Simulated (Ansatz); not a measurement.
# Sr2MoO4 (I4/mmm): Hubbard U and Hund's J by constrained RPA, part 2 of 2

Aim: U, U′ and J for the Mo t2g shell of Sr2MoO4 (I4/mmm).

Ansatz 0.2.0; non-magnetic LDA, then constrained RPA, plane waves, PAW.

So far: Set-up; LDA bands and orbital weights.

### 3. Constrained RPA: Mo t2g, bands v1 to c2, 6×6×6 mesh, medium accuracy

Constrained RPA screens the interaction with every transition except those inside the target bands, which a later many-body model would treat itself.

This step: constrained RPA on LDA, plane waves, PAW.

input.yaml reads:

```yaml
crystal:
  lattice:
    - [1.9585, -1.9585, 6.4295]
    - [-1.9585, 1.9585, 6.4295]
    - [-1.9585, -1.9585, -6.4295]
  atoms:
    - { symbol: Sr, position: [0.3524437529, 0.3524437529, 0.0] }
    - { symbol: Sr, position: [0.6475562471, 0.6475562471, 0.0] }
    - { symbol: Mo, position: [0.0, 0.0, 0.0] }
    - { symbol: O, position: [0.0, 0.5, 0.5] }
    - { symbol: O, position: [0.5, 0.0, 0.5] }
    - { symbol: O, position: [0.1622553395, 0.1622553395, 0.0] }
    - { symbol: O, position: [0.8377446605, 0.8377446605, 0.0] }
kpoints:
  mp_grid: { grid: [12, 12, 12] }
hamiltonian:
  xc: lda
scf:
  occupations: { method: gaussian, width: 0.08 }
  n_extra_bands: 19
  max_iter: 150
  lower_state_search: "off"
output:
  crpa:
    kmesh: [6, 6, 6]
    target_bands: [v1, c2]
    projections: [{ species: Mo, l: d, shell: 4, orbitals: [dxz, dyz, dxy] }]
  local_orbitals:
    kmesh: [6, 6, 6]
    orbitals: [{ species: Mo, l: d, shell: 4, orbitals: [dxz, dyz, dxy] }]
    window: { bands: [v1, c2] }
    seedname: lo
```

Command:

```
> ansatz run input.yaml --threads 8 --pin off --max-ram 18432MiB --backend cpu --events-out ev --progress --plain --runs-dir out
```

Numbers of over 12 decimals in the logs are rounded to 6 here.

Log:

```text
[...]
Crystal: 7 atoms, lattice volume = 98.647 Å³
Basis set: ecut = 420 eV, 1929 PW (Γ)
Bands: 48, of which v1, the nominal top of the filled ones, is band 29 counted from 1 (28 counted from 0)
Symmetry: 16 space group operations
[...]
k-points: 163 of 1728
[...]
SCF iter   1: F=—  HF=-13960.947143 eV  |F-HF|=—  |Δ(HF+E_count)|=         —  Δρ=1.54e-2  dr2=1.97e-1  ethr=1.77e-3  ⟨swp⟩=6.7  Hψ=38111  notcnv=0  defer=1152
[...]
SCF iter   8: F=-13960.900061 eV  HF=-13960.900061 eV  |F-HF|=4.46e-9  |Δ(HF+E_count)|=   5.45e-8  Δρ=2.21e-6  dr2=6.41e-9  ethr=1.72e-10  ⟨swp⟩=9.9  Hψ=33762  notcnv=0
SCF 1 converged in 8 iterations: F = -13960.900061 eV  dr2 = 6.41e-9
[...]
NSCF: frozen V_eff on 34 k-points
[...]
cRPA screening: q 1/216
cRPA screening: q 2/216
cRPA screening: q 6/216 (q-point 3)
cRPA screening: q 10/216 (q-point 4)
cRPA screening: q 12/216 (q-point 7)
cRPA screening: q 20/216 (q-point 8)
cRPA screening: q 36/216 (q-point 9)
cRPA screening: q 52/216 (q-point 13)
cRPA screening: q 60/216 (q-point 14)
cRPA screening: q 76/216 (q-point 15)
cRPA screening: q 84/216 (q-point 18)
cRPA screening: q 92/216 (q-point 19)
cRPA screening: q 96/216 (q-point 20)
cRPA screening: q 112/216 (q-point 44)
cRPA screening: q 120/216 (q-point 45)
cRPA screening: q 124/216 (q-point 48)
cRPA screening: q 126/216 (q-point 50)
cRPA screening: q 134/216 (q-point 53)
cRPA screening: q 142/216 (q-point 58)
cRPA screening: q 150/216 (q-point 59)
cRPA screening: q 158/216 (q-point 63)
cRPA screening: q 166/216 (q-point 64)
cRPA screening: q 182/216 (q-point 68)
cRPA screening: q 186/216 (q-point 69)
cRPA screening: q 194/216 (q-point 70)
cRPA screening: q 198/216 (q-point 89)
cRPA screening: q 200/216 (q-point 94)
cRPA screening: q 208/216 (q-point 99)
cRPA screening: q 212/216 (q-point 100)
cRPA screening: q 216/216 (q-point 130)
SCF converged after 8 iterations
Free energy (F): -13960.900061 eV
[...]
Internal energy: -13960.890827 eV  (E = F + TS)
E sigma→0 (E₀):  -13960.895444 eV
Entropy (-TS):   -0.009233 eV (-1.319 meV/atom)
Fermi energy:    11.845781 eV
[...]
--- Band table (eV; the first three rows and the last of 163) ---
  k-point 0: bands = [... 25 lower, 8.7163, 8.7523, 8.7523, 10.0150, 11.1921, 11.1921, 13.2781, 14.0600, ... 15 higher]
  k-point 1: bands = [... 25 lower, 8.4994, 8.6942, 8.7197, 10.4486, 11.2283, 11.3136, 13.5859, 14.3103, ... 15 higher]
  k-point 2: bands = [... 25 lower, 8.1915, 8.5961, 8.6977, 11.3060, 11.4514, 11.6711, 14.2142, 14.8424, ... 15 higher]
  k-point 162: bands = [... 25 lower, 8.0091, 8.5510, 8.5510, 10.0200, 11.6516, 11.6516, 13.2981, 14.0713, ... 15 higher]
--- cRPA (band scheme, projected local orbitals): target bands 29..31 (1-based), 3 Wannier function(s), 6×6×6 mesh, 62 bands' worth read of 67 solved, ecut_chi 136.0 eV, v(q+G=0) probe_charge, pair densities all_electron ---
  χ-basis size per q: N_G = 347..377
  window electrons = 2.0000, filled by tetrahedron_uncorrected; constrained ε̄⁻¹(q = 0, 0) head = 0.215008; min gauge Gram eig = 0.5727
  Kanamori averages over each shell's own Wannier functions (sites counted from 0, functions from 1):
    Site 2, 4D, 3 of 5 d orbitals (Wannier functions 1, 2, 3; wannier90's mr 2, 3, 5):
      screened: U = 2.7506 eV, U' = 2.1876 eV, J = 0.2647 eV
      screened, to within: U = 3.8e-3 eV, U' = 3.8e-3 eV, J = 4.2e-4 eV
      bare: V = 10.9796 eV, V' = 10.1254 eV, J = 0.3731 eV
  Hermiticity witness max|P − P†| over intra, direct and exchange elements: 4.44e-15 eV (screened), 2.93e-23 eV (bare)
  Reality witness max|Im| over intra, direct and exchange elements: 6.10e-19 eV (screened), 2.94e-18 eV (bare)
```

The job ended after 9.8 min (8 threads of Arm Neoverse V2, shared host; peak memory 1.5 GiB; 75 min of CPU time).

This step gave:

```
U                                                 : 2.751 eV
U prime (inter-orbital)                           : 2.188 eV
J                                                 : 0.2647 eV
bare V                                            : 10.98 eV
bare J                                            : 0.3731 eV
stated bound on U                                 : 0.003715 eV
U over bare V                                     : 0.2505
electrons in the window                           : 2
head of the constrained inverse dielectric matrix : 0.2150
least eigenvalue of the projection's overlap      : 0.5727
target functions                                  : 3
bands in the sums                                 : 62
r.m.s. miss of the model bands                    : 0.002212 eV
width of the target bands                         : 3.796 eV
weight of the projected orbitals in the window    : 0.6800
```

On the Mo t2g shell, screening brings the on-site interaction from 11.0 eV down to U = 2.75 eV.

Kanamori averages over each shell's functions. Crpa shells, by row:

| site | element | shell | orbitals | U (eV) | U' (eV) | J (eV) | bare V (eV) | bare V' (eV) | bare J (eV) | bound on U (eV) |
| --- | --- | --- | --- | --- | --- | --- | --- | --- | --- | --- |
| 3 | Mo | 4D | 3 | 2.751 | 2.188 | 0.2647 | 10.98 | 10.13 | 0.3731 | 0.003715 |

Density-density elements U_iijj, eV. U matrix, by row:

| orbital | Mo3 dxz | Mo3 dyz | Mo3 dxy |
| --- | --- | --- | --- |
| Mo3 dxz | 2.659 | 2.127 | 2.218 |
| Mo3 dyz | 2.127 | 2.659 | 2.218 |
| Mo3 dxy | 2.218 | 2.218 | 2.933 |

Exchange elements U_ijji, eV. J matrix, by row:

```csv
orbital,Mo3 dxz,Mo3 dyz,Mo3 dxy
Mo3 dxz,-,0.253,0.271
Mo3 dyz,0.253,-,0.271
Mo3 dxy,0.271,0.271,-
```

Projected local orbitals of the target window. Electronic bands along the path, in eV, zero at the Fermi level; # counts the bands kept:

| point | #1 | #2 | #3 |
| --- | --- | --- | --- |
| Γ | -1.83 | -0.65 | -0.65 |
| halfway | 0.08 | 0.34 | 0.35 |
| X | 1.27 | 1.53 | 1.95 |
| halfway | 1.29 | 1.47 | 1.96 |
| P | 1.36 | 1.36 | 1.97 |
| halfway | 0.45 | 1.27 | 1.31 |
| N | -0.26 | 0.94 | 1.19 |
| halfway | -0.46 | -0.33 | 0.06 |
| Γ | -1.83 | -0.65 | -0.65 |
| halfway | -1.83 | -0.42 | -0.42 |
| M | -1.83 | -0.19 | -0.19 |
| halfway | -0.54 | -0.19 | 0.20 |
| S | -0.23 | 0.88 | 1.18 |
| jump to S0 | -0.23 | 0.88 | 1.18 |
| halfway | -0.49 | -0.15 | 0.16 |
| Γ | -1.83 | -0.65 | -0.65 |
| jump to X | 1.27 | 1.53 | 1.95 |
| halfway | 1.26 | 1.52 | 1.93 |
| R | 1.22 | 1.49 | 1.88 |
| jump to G | 1.22 | 1.49 | 1.88 |
| halfway | 0.09 | 0.17 | 0.40 |
| M | -1.83 | -0.19 | -0.19 |

The same for Kohn-Sham, solved directly:

```
point     #1     #2     #3
    Γ  -1.83  -0.65  -0.65
    X   1.27   1.53   1.95
    P   1.36   1.36   1.97
    N  -0.26   0.94   1.19
    Γ  -1.83  -0.65  -0.65
    M  -1.83  -0.19  -0.19
    S  -0.23   0.88   1.18
   S0  -0.23   0.88   1.18
    Γ  -1.83  -0.65  -0.65
    X   1.27   1.53   1.95
    R   1.21   1.49   1.88
    G   1.21   1.49   1.88
    M  -1.83  -0.19  -0.19
```

The first set of electronic bands as a text plot (rows in eV; labels by their first letter):

```
    1.9 |         *****                                *
    1.7 |                                               *
    1.6 |        * *   *                               *
    1.4 |         * *** *                               **
    1.3 |       *****  ******                  *       *
    1.1 |        *    *  **  *                * *       **
    0.9 |       *      *   ***               * *         **
    0.8 |      **       *                     * **
    0.6 |      *              *                  *        **
    0.5 |      *              *             **    *        **
    0.3 |     *                *                  *
    0.1 |     *          *                 *                **
    0.0 |    *            *    **                            **
   -0.2 |    *             *           ********    *          ***
   -0.3 |   *               *****     *        ***  *        *
   -0.5 |  **                   ***  *     *      ** *
   -0.6 |****                    ****              ****
   -0.8 |                                                     *
   -1.0 |
   -1.1 |                        *                  *
   -1.3 |  *                              *                    *
   -1.4 |                         *                  *
   -1.6 | *                              *
   -1.8 |*                         ******             *         *
         Γ         X P      N       Γ   M    S|S     ΓR|G       M
```

Onsite levels, by row:

```
orbital  level less Fermi level (eV)
Mo3 dxz                       0.3883
Mo3 dyz                       0.3883
Mo3 dxy                       0.4513
```

Largest distinct elements between sites. Hoppings, by row:

```
   from       to     cell  distance (Å)   t (eV)
Mo3 dxy  Mo3 dxy  -1 0 -1         3.917  -0.4384
Mo3 dyz  Mo3 dyz  -1 0 -1         3.917  -0.4069
Mo3 dxy  Mo3 dxy   -1 1 0         5.539  -0.1072
Mo3 dyz  Mo3 dyz    0 1 1         3.917  -0.0588
Mo3 dxz  Mo3 dxz  0 -2 -2         7.834   0.0408
Mo3 dyz  Mo3 dyz    1 1 1         7.001  -0.0265
Mo3 dyz  Mo3 dxz    0 1 0         7.001   0.0229
Mo3 dxy  Mo3 dxy    2 0 2         7.834     0.02
Mo3 dxy  Mo3 dxy    2 1 3         8.759  -0.0139
Mo3 dxz  Mo3 dxz  1 -2 -1         8.759   0.0076
Mo3 dxy  Mo3 dxy    2 2 4         11.08  -0.0075
Mo3 dxz  Mo3 dyz  0 -2 -1         8.927   0.0041
```

### 4. Beside a published calculation

Published values for Mo t2g (constrained RPA on LDA, LAPW basis, projected t2g orbitals; Vaugier, Jiang, Biermann, Phys. Rev. B 86, 165105 (2012), Table VII, arXiv:1206.3533):

```csv
quantity,here (eV),published (eV),difference (%)
U,2.75,2.77,−1
J,0.26,0.28,−5
U′,2.19,2.15,+2
```

### 5. Results

```yaml
mo_t2g: U 2.75 eV, U′ 2.19 eV, J 0.26 eV, bare V 11.0 eV
method: constrained RPA on non-magnetic LDA, 6×6×6 mesh, static; search for lower states off
```

**Reading.** For Mo t2g, screening cuts the on-site interaction from 10.98 eV to 2.75 eV (25 %), while J goes only from 0.37 eV to 0.26 eV: the monopole is screened far more than the multipoles. U − 2J differs from U′ by +0.03 eV, so the Kanamori relation holds well. U is 0.72 times the width of the target bands. The published U of 2.77 eV, itself a calculation in another basis and with its own orbitals, lies +0.02 eV from this one. The parent state is non-magnetic and the interaction static (zero frequency); U depends on the window and the orbitals, so it belongs to this model alone. The bands cross the Fermi level under this constraint, which need not be the crystal's state: magnetic order, correlation or a lattice distortion may open a gap.

[Paths, hosts, dates, memory and timing lines, banners, echoed tables and standing remarks are left out of the program output.]

[Logs are printed without paths, hosts, clocks, repeated set-up lines and the standing remarks that a program may print on its own settings, such as how far it seeks lower states.]

[Runs of the session that timed out or met a known fault of the program may be left out.]

[Hosts, paths, dates, database ids (printed as entryN), source tags and the programs' standing remarks are cut or masked in the printed files.]
